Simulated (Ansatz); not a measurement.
## MgIF: complex band structure

Aim: relax a made-up compound, MgIF, and see how good a tunnel barrier it would be. It is built by putting I for part of the F in the MgF2 structure of space group P4_2/mnm, with the volume rescaled by atomic radii. The parent structure comes from the Materials Project.

Calculated with Ansatz 0.2.0; LDA DFT, plane waves, PAW files, in the first sound run; inputs show where later runs differ.

The structure was built from a prototype and need not be the compound's stable phase.

### 1. The starting structure

The structure is orthorhombic, space group Pmn2_1 (No. 31). Conventional cell: a = 3.562 Å, b = 5.394 Å, c = 5.394 Å, α = 90.00°, β = 90.00°, γ = 90.00°. Nearest to Mg lie 3 F at 2.31 to 2.33 Å and 3 I at 2.31 to 2.33 Å. Nearest to F lie 3 Mg at 2.31 to 2.33 Å. Nearest to I lie 3 Mg at 2.31 to 2.33 Å. It derives from MgF2. I for part of the F in the MgF2 structure of space group P4_2/mnm. Farther neighbours and most contacts between anions are not listed.

### 2. Cell and atoms at rest

The substituted atoms don't fit the parent's cell, so cell and atoms relax together. A small smearing keeps the run stable in case the gap closes on the way.

input.yaml reads:

```yaml
crystal:
  lattice:
    - [5.393968764, 0.0, 0.0]
    - [0.0, 5.393968764, 0.0]
    - [0.0, 0.0, 3.5620690605]
  atoms:
    - { symbol: Mg, position: [0.5, 0.5, 0.5] }
    - { symbol: Mg, position: [0.0, 0.0, 0.0] }
    - { symbol: F, position: [0.69707986, 0.69707986, 0.0] }
    - { symbol: I, position: [0.80292014, 0.19707986, 0.5] }
    - { symbol: I, position: [0.30292014, 0.30292014, 0.0] }
    - { symbol: F, position: [0.19707986, 0.80292014, 0.5] }
kpoints:
  mp_grid: { grid: [4, 4, 6] }
scf:
  occupations: { method: gaussian, width: 0.03 }
hamiltonian:
  xc: lda
output:
  forces: true
  stress: true
relax:
  f_tol: 0.02
  max_steps: 60
  cell: {}
```

Started as:

```sh
> ansatz run input.yaml --threads 2 --pin off --max-ram 4096MiB --backend cpu --events-out ev --progress --plain --runs-dir out
```

Numbers of over 12 decimals in the logs are rounded to 6 here.

The log of the run:

```text
Engine: ansatz 0.2.0, x86_64-unknown-linux-gnu
Pseudopotentials: kind: paw
Pseudopotential: Mg, paw, valence charge 10, recommended cutoff 420 eV (normal), Mg.paw.azcp
Pseudopotential: F, paw, valence charge 7, recommended cutoff 420 eV (normal), F.paw.azcp
Pseudopotential: I, paw, valence charge 17, recommended cutoff 420 eV (normal), I.paw.azcp
Functional definition: SPW92
  exchange = slater_x
  correlation = pw_c
Crystal: 6 atoms, lattice volume = 103.638 Å³
Basis set: ecut = 420 eV, 1967 PW (Γ)
Bands: 41, of which v1, the nominal top of the filled ones, is band 34 counted from 1 (33 counted from 0)
Symmetry: 4 space group operations
Space group: Pmn21 (ITA 31), of the structure as read, at distance tolerance 4.7e-5 Å
k-points: 36 of 96 (time reversal used)
Non-local potential: Mg, projectors of the file, l = 0: 3, l = 1: 2, l = 2: 1
Non-local potential: F, projectors of the file, l = 0: 2, l = 1: 2, l = 2: 1
Non-local potential: I, projectors of the file, l = 0: 2, l = 1: 2, l = 2: 2, l = 3: 2
PAW form: soft (Blöchl's): semilocal exchange-correlation on the pseudo side does not see the compensation charge
PAW frozen core: Mg, regenerated for the run's functional, and the local potential with it (the file was generated under x = pbe(κ = 0.804, μ = 0.219515), c = pbe(β = 0.066725))
PAW frozen core: F, regenerated for the run's functional, and the local potential with it (the file was generated under x = pbe(κ = 0.804, μ = 0.219515), c = pbe(β = 0.066725))
PAW frozen core: I, regenerated for the run's functional, and the local potential with it (the file was generated under x = pbe(κ = 0.804, μ = 0.219515), c = pbe(β = 0.066725))
PAW one-centre angular grid: Mg, 110 points (default); XC on 64 Gauss nodes
PAW one-centre angular grid: F, 110 points (default); XC on 64 Gauss nodes
PAW one-centre angular grid: I, 590 points (default); XC on 64 Gauss nodes
Initial density: superposition of atomic densities (neutral atoms: chi_scale 0, normalization atom), corrected by the library's trained network
Initial wavefunctions: pseudopotential atomic-orbital guess
Functional: x = slater, c = lda
SCF iter   1: F=—  HF=-20103.291236 eV  |F-HF|=—  |Δ(HF+E_count)|=         —  Δρ=1.28e-2  dr2=1.11e-1  ethr=1.77e-3  ⟨swp⟩=9.8  Hψ=7260  notcnv=0  defer=5
preconditioner: auto → Resta (q_TF=auto, 2.543 Å⁻¹)  ε∞=3.8  [insulator: Δε(μ)=2.204 eV  Ē_g=11.440 eV  σ=0.030 eV  W_gap=1.00  n_scr=30 (ndim 8)  ℏωp=19.3 eV  f_vac=0.080  D(μ)=0.00/eV (n_scr^D=0)  ε∞_Penn≈3.8]
SCF iter   2: F=—  HF=-20103.255536 eV  |F-HF|=—  |Δ(HF+E_count)|=   3.57e-2  Δρ=4.31e-3  dr2=7.89e-3  ethr=1.63e-4  ⟨swp⟩=2.8  Hψ=2598  notcnv=0  defer=72
SCF iter   3: F=—  HF=-20103.253234 eV  |F-HF|=—  |Δ(HF+E_count)|=   2.30e-3  Δρ=1.75e-3  dr2=2.47e-3  ethr=1.16e-5  ⟨swp⟩=2.1  Hψ=2287  notcnv=0  defer=72
SCF iter   4: F=—  HF=-20103.252618 eV  |F-HF|=—  |Δ(HF+E_count)|=   6.16e-4  Δρ=4.32e-4  dr2=2.26e-4  ethr=3.64e-6  ⟨swp⟩=2.4  Hψ=1964  notcnv=0  defer=72
SCF iter   5: F=—  HF=-20103.252566 eV  |F-HF|=—  |Δ(HF+E_count)|=   5.16e-5  Δρ=8.97e-5  dr2=1.37e-5  ethr=3.32e-7  ⟨swp⟩=2.0  Hψ=1871  notcnv=0  defer=72
SCF iter   6: F=—  HF=-20103.252565 eV  |F-HF|=—  |Δ(HF+E_count)|=   1.02e-6  Δρ=2.34e-5  dr2=6.94e-7  ethr=2.02e-8  ⟨swp⟩=3.0  Hψ=2557  notcnv=0  defer=72
SCF iter   7: F=-20103.252565 eV  HF=-20103.252565 eV  |F-HF|=8.21e-9  |Δ(HF+E_count)|=   3.18e-7  Δρ=6.73e-6  dr2=4.41e-8  ethr=1.47e-10  ⟨swp⟩=5.0  Hψ=5721  notcnv=0
SCF 1 converged in 7 iterations: F = -20103.252565 eV  dr2 = 4.41e-8
  greatest PAW one-centre occupation: 1.001 electrons in one spin orbital (limit 2), on the Mg atom at site 1 (counted from 0), in its partial waves of l = 1
relax step   1: F+E_penalty+E_count = -20103.25256496 eV  Δ(F+E_penalty+E_count) = +0.000e0 eV  max|allowed force component| = 7.561e0 eV/Å  Δτ_max = 0.0000 Å  P = +29.341 GPa  Ω = 103.638 Å³  (7 SCF iters, dr2 threshold 1.00e-7 eV, accepted)
Crystal: 6 atoms, lattice volume = 112.228 Å³
Basis set: ecut = 420 eV, 2181 PW (Γ)
Initial density: handed on by an earlier stage of this run
Initial wavefunctions: those handed on with the density
iter 1 solved again at ethr=8.44e-4 eV; its pass at ethr=3.10e-3 eV (dr2=5.74e-1 eV) is discarded
SCF iter   1: F=—  HF=-20106.820200 eV  |F-HF|=—  |Δ(HF+E_count)|=         —  Δρ=2.49e-2  dr2=5.72e-1  ethr=8.44e-4  ⟨swp⟩=1.2  Hψ=8609  notcnv=0
preconditioner: auto → Resta (q_TF=auto, 2.510 Å⁻¹)  ε∞=3.8  [insulator: Δε(μ)=1.220 eV  Ē_g=11.172 eV  σ=0.030 eV  W_gap=1.00  n_scr=30 (ndim 8)  ℏωp=18.5 eV  f_vac=0.073  D(μ)=0.00/eV (n_scr^D=0)  ε∞_Penn≈3.8]
SCF iter   2: F=—  HF=-20106.672397 eV  |F-HF|=—  |Δ(HF+E_count)|=   1.48e-1  Δρ=1.31e-2  dr2=1.59e-1  ethr=8.42e-4  ⟨swp⟩=3.6  Hψ=2352  notcnv=0
SCF iter   3: F=—  HF=-20106.626043 eV  |F-HF|=—  |Δ(HF+E_count)|=   4.64e-2  Δρ=6.97e-3  dr2=3.77e-2  ethr=2.34e-4  ⟨swp⟩=3.0  Hψ=2899  notcnv=0  defer=81
SCF iter   4: F=—  HF=-20106.616103 eV  |F-HF|=—  |Δ(HF+E_count)|=   9.94e-3  Δρ=1.05e-3  dr2=8.91e-4  ethr=5.55e-5  ⟨swp⟩=2.1  Hψ=2149  notcnv=0  defer=81
SCF iter   5: F=—  HF=-20106.616021 eV  |F-HF|=—  |Δ(HF+E_count)|=   8.13e-5  Δρ=2.19e-4  dr2=5.64e-5  ethr=1.31e-6  ⟨swp⟩=2.0  Hψ=2187  notcnv=0  defer=81
SCF iter   6: F=—  HF=-20106.616004 eV  |F-HF|=—  |Δ(HF+E_count)|=   1.73e-5  Δρ=5.48e-5  dr2=4.16e-6  ethr=8.30e-8  ⟨swp⟩=2.0  Hψ=2564  notcnv=0  defer=81
SCF iter   7: F=-20106.616004 eV  HF=-20106.616004 eV  |F-HF|=1.39e-7  |Δ(HF+E_count)|=   3.14e-7  Δρ=1.37e-5  dr2=2.55e-7  ethr=8.82e-10  ⟨swp⟩=5.0  Hψ=5680  notcnv=0
SCF 2 converged in 7 iterations: F = -20106.616004 eV  dr2 = 2.55e-7
  greatest PAW one-centre occupation: 1.000 electrons in one spin orbital (limit 2), on the Mg atom at site 0 (counted from 0), in its partial waves of l = 1
relax step   2: F+E_penalty+E_count = -20106.61600416 eV  Δ(F+E_penalty+E_count) = -3.363e0 eV  max|allowed force component| = 3.957e0 eV/Å  Δτ_max = 0.1950 Å  P = +11.547 GPa  Ω = 112.228 Å³  energy of the carried Pulay correction = -1.872e-2 eV  (7 SCF iters, dr2 threshold 6.00e-7 eV, accepted)
Crystal: 6 atoms, lattice volume = 114.981 Å³
Basis set: ecut = 420 eV, 2245 PW (Γ)
iter 1 solved again at ethr=5.65e-4 eV; its pass at ethr=3.10e-3 eV (dr2=3.84e-1 eV) is discarded
SCF iter   1: F=—  HF=-20108.111047 eV  |F-HF|=—  |Δ(HF+E_count)|=         —  Δρ=2.32e-2  dr2=3.83e-1  ethr=5.65e-4  ⟨swp⟩=1.7  Hψ=7697  notcnv=0
preconditioner: auto → Resta (q_TF=auto, 2.500 Å⁻¹)  ε∞=3.8  [insulator: Δε(μ)=0.964 eV  Ē_g=11.015 eV  σ=0.030 eV  W_gap=1.00  n_scr=34 (ndim 8)  ℏωp=18.3 eV  f_vac=0.054  D(μ)=0.00/eV (n_scr^D=0)  ε∞_Penn≈3.8]
[...]
relax step  14: F+E_penalty+E_count = -20109.29463173 eV  Δ(F+E_penalty+E_count) = +7.067e-5 eV  max|allowed force component| = 1.361e-3 eV/Å  Δτ_max = 0.0037 Å  P = -0.003 GPa  Ω = 124.521 Å³  energy of the carried Pulay correction = -1.426e-2 eV  (6 SCF iters, dr2 threshold 7.97e-9 eV, accepted)
relax step  15: F+E_penalty+E_count = -20109.31579840 eV  Δ(F+E_penalty+E_count) = -2.117e-2 eV  max|allowed force component| = 1.308e-3 eV/Å  Δτ_max = 0.0000 Å  P = +0.104 GPa  Ω = 124.521 Å³  stress off target by 3.81e-1 GPa  SCF on the basis re-selected at this cell (its energy is not comparable with the rows above)  (7 SCF iters)
relax step  16: F+E_penalty+E_count = -20109.31690064 eV  Δ(F+E_penalty+E_count) = -1.102e-3 eV  max|allowed force component| = 1.261e-2 eV/Å  Δτ_max = 0.0215 Å  P = +0.013 GPa  Ω = 126.053 Å³  energy of the carried Pulay correction = -3.181e-3 eV  (6 SCF iters, dr2 threshold 3.63e-7 eV, accepted)
relax step  17: F+E_penalty+E_count = -20109.31328215 eV  Δ(F+E_penalty+E_count) = +3.618e-3 eV  max|allowed force component| = 6.110e-2 eV/Å  Δτ_max = 0.0354 Å  P = +0.132 GPa  Ω = 127.813 Å³  energy of the carried Pulay correction = -7.153e-3 eV  (7 SCF iters, dr2 threshold 3.64e-8 eV, accepted)
relax step  18: F+E_penalty+E_count = -20109.31492185 eV  Δ(F+E_penalty+E_count) = -1.640e-3 eV  max|allowed force component| = 4.661e-3 eV/Å  Δτ_max = 0.0133 Å  P = -0.024 GPa  Ω = 127.532 Å³  energy of the carried Pulay correction = -6.497e-3 eV  (5 SCF iters, dr2 threshold 2.33e-7 eV, accepted)
relax step  19: F+E_penalty+E_count = -20109.31528313 eV  Δ(F+E_penalty+E_count) = -3.613e-4 eV  max|allowed force component| = 3.682e-3 eV/Å  Δτ_max = 0.0015 Å  P = +0.004 GPa  Ω = 127.380 Å³  energy of the carried Pulay correction = -6.152e-3 eV  (7 SCF iters, accepted)
relax step  20: F+E_penalty+E_count = -20109.32365204 eV  Δ(F+E_penalty+E_count) = -8.369e-3 eV  max|allowed force component| = 3.348e-3 eV/Å  Δτ_max = 0.0000 Å  P = +0.048 GPa  Ω = 127.380 Å³  stress off target by 1.97e-1 GPa  SCF on the basis re-selected at this cell (its energy is not comparable with the rows above)  (6 SCF iters)
relax step  21: F+E_penalty+E_count = -20109.32319393 eV  Δ(F+E_penalty+E_count) = +4.581e-4 eV  max|allowed force component| = 2.079e-3 eV/Å  Δτ_max = 0.0118 Å  P = +0.025 GPa  Ω = 128.228 Å³  energy of the carried Pulay correction = -1.717e-3 eV  (6 SCF iters, dr2 threshold 9.68e-8 eV, accepted)
relax step  22: F+E_penalty+E_count = -20109.32191359 eV  Δ(F+E_penalty+E_count) = +1.280e-3 eV  max|allowed force component| = 2.989e-3 eV/Å  Δτ_max = 0.0103 Å  P = -0.006 GPa  Ω = 128.977 Å³  energy of the carried Pulay correction = -3.278e-3 eV  (6 SCF iters, dr2 threshold 1.37e-8 eV, accepted)
relax step  23: F+E_penalty+E_count = -20109.32592048 eV  Δ(F+E_penalty+E_count) = -4.007e-3 eV  max|allowed force component| = 3.063e-3 eV/Å  Δτ_max = 0.0000 Å  P = +0.012 GPa  Ω = 128.977 Å³  stress off target by 8.08e-2 GPa  SCF on the basis re-selected at this cell (its energy is not comparable with the rows above)  (5 SCF iters)
relax step  24: F+E_penalty+E_count = -20109.32554297 eV  Δ(F+E_penalty+E_count) = +3.775e-4 eV  max|allowed force component| = 1.255e-2 eV/Å  Δτ_max = 0.0054 Å  P = +0.073 GPa  Ω = 129.241 Å³  energy of the carried Pulay correction = -5.511e-4 eV  (6 SCF iters, dr2 threshold 1.63e-8 eV, accepted)
relax step  25: F+E_penalty+E_count = -20109.32503419 eV  Δ(F+E_penalty+E_count) = +5.088e-4 eV  max|allowed force component| = 5.834e-4 eV/Å  Δτ_max = 0.0031 Å  P = +0.006 GPa  Ω = 129.587 Å³  energy of the carried Pulay correction = -1.202e-3 eV  (6 SCF iters, dr2 threshold 2.54e-8 eV, accepted)
iter 1 solved again at ethr=3.83e-7 eV; its pass at ethr=3.10e-3 eV (dr2=2.61e-4 eV) is discarded
SCF iter   1: F=—  HF=-20109.326399 eV  |F-HF|=—  |Δ(HF+E_count)|=         —  Δρ=1.92e-4  dr2=1.51e-6  ethr=3.83e-7  ⟨swp⟩=3.1  Hψ=10849  notcnv=0
preconditioner: auto → Resta (q_TF=auto, 2.450 Å⁻¹)  ε∞=3.5  [insulator: Δε(μ)=1.527 eV  Ē_g=10.869 eV  σ=0.030 eV  W_gap=1.00  n_scr=34 (ndim 8)  ℏωp=17.3 eV  f_vac=0.096  D(μ)=0.00/eV (n_scr^D=0)  ε∞_Penn≈3.5]
SCF iter   2: F=—  HF=-20109.326441 eV  |F-HF|=—  |Δ(HF+E_count)|=   4.21e-5  Δρ=9.61e-5  dr2=3.95e-7  ethr=2.22e-9  ⟨swp⟩=2.0  Hψ=2286  notcnv=0
SCF iter   3: F=—  HF=-20109.326456 eV  |F-HF|=—  |Δ(HF+E_count)|=   1.47e-5  Δρ=1.89e-5  dr2=7.60e-8  ethr=5.81e-10  ⟨swp⟩=2.0  Hψ=1822  notcnv=0
SCF iter   4: F=—  HF=-20109.326456 eV  |F-HF|=—  |Δ(HF+E_count)|=   3.74e-7  Δρ=5.05e-7  dr2=1.73e-10  ethr=1.12e-10  ⟨swp⟩=2.0  Hψ=1883  notcnv=0
SCF iter   5: F=-20109.326456 eV  HF=-20109.326456 eV  |F-HF|=7.28e-12  |Δ(HF+E_count)|=  1.02e-10  Δρ=1.15e-7  dr2=1.91e-11  ethr=1.00e-12  ⟨swp⟩=5.0  Hψ=5247  notcnv=0
SCF 26 converged in 5 iterations: F = -20109.326456 eV  dr2 = 1.91e-11
relax step  26: F+E_penalty+E_count = -20109.32645646 eV  Δ(F+E_penalty+E_count) = -1.422e-3 eV  max|allowed force component| = 5.526e-4 eV/Å  Δτ_max = 0.0000 Å  P = +0.011 GPa  Ω = 129.587 Å³  stress off target by 4.01e-2 GPa  SCF on the basis re-selected at this cell (its energy is not comparable with the rows above)  (5 SCF iters)
basis re-selected at this cell: Δ(F+E_penalty+E_count) = -1.422e-3 eV, ΔP = +0.005 GPa vs the last step (what re-selecting the basis moved, of the pressure what is left beyond the Pulay correction that the steps carried, after the strain that the cell walked since its last selection, with what the two solves' SCF thresholds leave and, on support functions, any second-order correction that the steps lacked; it is no m [...]
SCF converged after 5 iterations
Free energy (F): -20109.326456 eV
Harris-Foulkes:  -20109.326456 eV  (|F-HF|=7.28e-12)
Internal energy: -20109.326456 eV  (E = F + TS)
E sigma→0 (E₀):  -20109.326456 eV
Fermi energy:    7.382730 eV
--- Per-component energies (eV) ---
  E_band       = -1513.456617
  E_kinetic    = 948.052541
  E_local      = -8524.450129  (includes V_loc(G=0)·N_el)
  E_nonlocal   = 172.443587
  E_hartree    = 3730.855532
  E_xc         = -470.885876
  E_vxc        = -537.671456  (∫ρ·V_xc dr)
  E_paw        = -10238.941450  (= ΣΔE_a)
  E_vpaw       = -1033.546470  (= ΣTr[D̂ρ^β])
  E_aug_tail   = 0.004192  (compensation charges beyond the density's cutoff)
  E_ewald      = -5728.494744
  E_core_change = 2.089892  (= ΣΔE_core)
  E_smearing   = -0.000000  (= −TS)
  E_closure    = 0.000000  (closes the sum)
  Σ components = -20109.326456   (vs F -20109.326456, Δ=0.00e0)
--- Forces (eV/Å), atoms counted from 1 ---
  atom   1  Mg     0.00022868    -0.00055262     0.00000000
  atom   2  Mg     0.00022868     0.00055262     0.00000000
  atom   3  F     -0.00021848     0.00033871     0.00000000
  atom   4  I     -0.00001414    -0.00003949    -0.00000000
  atom   5  I     -0.00001414     0.00003949    -0.00000000
  atom   6  F     -0.00021848    -0.00033871     0.00000000
  max |Σ_I F_I| component: 7.89e-6 eV/Å
--- Stress (GPa, compression-positive) ---
       -0.009639       0.000000       0.000000
        0.000000       0.040122       0.000000
        0.000000       0.000000       0.001828
  P = ⅓ Tr σ = 0.0108 GPa (0.108 kbar)
--- Relaxed structure (21 steps of the walk, 20 accepted, 5 SCFs on fresh bases) ---
  F+E_penalty+E_count = -20109.32645646 eV   max|allowed force component| = 5.526e-4 eV/Å   (the final SCF, on the basis selected at the relaxed cell)
  cell:  # Å, volume = 129.5875 Å³
    - [5.504880, 0, -1.1283127768115958e-17]
    - [0, 6.497413, 0]
    - [-7.45115184884194e-18, 0, 3.623053]
  atoms:
    - { symbol: Mg, position: [0.530240, 0.665609, 0.5] }
    - { symbol: Mg, position: [0.030240, -0.165609, -2.5419391875443784e-18] }
    - { symbol: F, position: [0.721896, 0.672763, -2.08599316952419e-18] }
    - { symbol: I, position: [0.747865, 0.080759, 0.5] }
    - { symbol: I, position: [0.247865, 0.419241, 4.627932357068562e-18] }
    - { symbol: F, position: [0.221896, 0.827237, 0.5] }
```

Wall time 2.2 min (2 threads of Intel Xeon Platinum 8375C at 2.90GHz (Ice Lake), shared host); peak memory 0.5 GiB; 4.3 min of CPU time.

Relaxation path (22 of 26):

| step | energy less that of the first step (eV) | largest force component (eV/Å) | pressure (GPa) | volume (Å³) |
| --- | --- | --- | --- | --- |
| 1 | 0.0000 | 7.5609 | 29.34 | 103.64 |
| 2 | -3.3634 | 3.9573 | 11.55 | 112.23 |
| 3 | -4.7304 | 1.9738 | 4.84 | 114.98 |
| 5 | -5.8087 | 0.5094 | 0.46 | 115.99 |
| 6 | -5.9608 | 0.0761 | 0.58 | 118.07 |
| 7 | -5.9567 | 0.0722 | -0.72 | 120.11 |
| 8 | -5.9631 | 0.0191 | 0.07 | 118.71 |
| 9 | -5.9634 | 0.0029 | 0.01 | 118.67 |
| 11 | -6.0431 | 0.0146 | 0.29 | 121.44 |
| 12 | -6.0417 | 0.0160 | -0.16 | 124.35 |
| 13 | -6.0421 | 0.0080 | -0.03 | 124.48 |
| 14 | -6.0421 | 0.0014 | 0.00 | 124.52 |
| 15* | -6.0632 | 0.0013 | 0.10 | 124.52 |
| 16 | -6.0643 | 0.0126 | 0.01 | 126.05 |
| 18 | -6.0624 | 0.0047 | -0.02 | 127.53 |
| 19 | -6.0627 | 0.0037 | 0.00 | 127.38 |
| 20* | -6.0711 | 0.0033 | 0.05 | 127.38 |
| 21 | -6.0706 | 0.0021 | 0.02 | 128.23 |
| 22 | -6.0693 | 0.0030 | -0.01 | 128.98 |
| 24 | -6.0730 | 0.0126 | 0.07 | 129.24 |
| 25 | -6.0725 | 0.0006 | 0.01 | 129.59 |
| 26* | -6.0739 | 0.0006 | 0.01 | 129.59 |

Relaxation steps marked * repeat the geometry before them on a plane-wave basis chosen anew for their cell, so energy and pressure can jump there. Other such steps can lie between the rows shown. Relaxation step 7 was tried and not accepted.

The run keeps the 4 symmetry operations that it works with, so distortions that break them were not tested.

| cell as run | before | after | change |
| --- | --- | --- | --- |
| a (Å) | 5.394 | 5.505 | +2.1 % |
| b (Å) | 5.394 | 6.497 | +20.5 % |
| c (Å) | 3.562 | 3.623 | +1.7 % |
| volume (Å³/atom) | 17.27 | 21.60 | +25.0 % |

The atoms that moved most (Å, as changes of fractional coordinates times the final cell):

| atom | dx | dy | dz | length |
| --- | --- | --- | --- | --- |
| Mg1 | 0.166 | 1.076 | 0.000 | 1.089 |
| Mg2 | 0.166 | -1.076 | 0.000 | 1.089 |
| I4 | -0.303 | -0.756 | 0.000 | 0.814 |
| I5 | -0.303 | 0.756 | 0.000 | 0.814 |
| F3 | 0.137 | -0.158 | 0.000 | 0.209 |
| F6 | 0.137 | 0.158 | 0.000 | 0.209 |

The relaxed structure:

```xyz
6
Lattice="5.5049 0.0000 0.0000 0.0000 6.4974 0.0000 0.0000 0.0000 3.6231" Properties=species:S:1:pos:R:3 pbc="T T T"
Mg    2.9189    4.3247    1.8115
Mg    0.1665   -1.0760    0.0000
F     3.9739    4.3712    0.0000
I     4.1169    0.5247    1.8115
I     1.3645    2.7240    0.0000
F     1.2215    5.3749    1.8115
```

This step gave:

```
free energy  : -20109.3265 eV
Fermi energy : 7.383 eV
pressure     : 0.01077 GPa
```

The largest force component on a free atom ends at 5.5e-4 eV/Å.

(Continued in part 2 of 3.)

[Logs are printed without paths, hosts, clocks, repeated set-up lines and the standing remarks that a program may print on its own settings, such as how far it seeks lower states.]

[Hosts, paths, dates, database ids (printed as entryN), source tags and the programs' standing remarks are cut or masked in the printed files.]
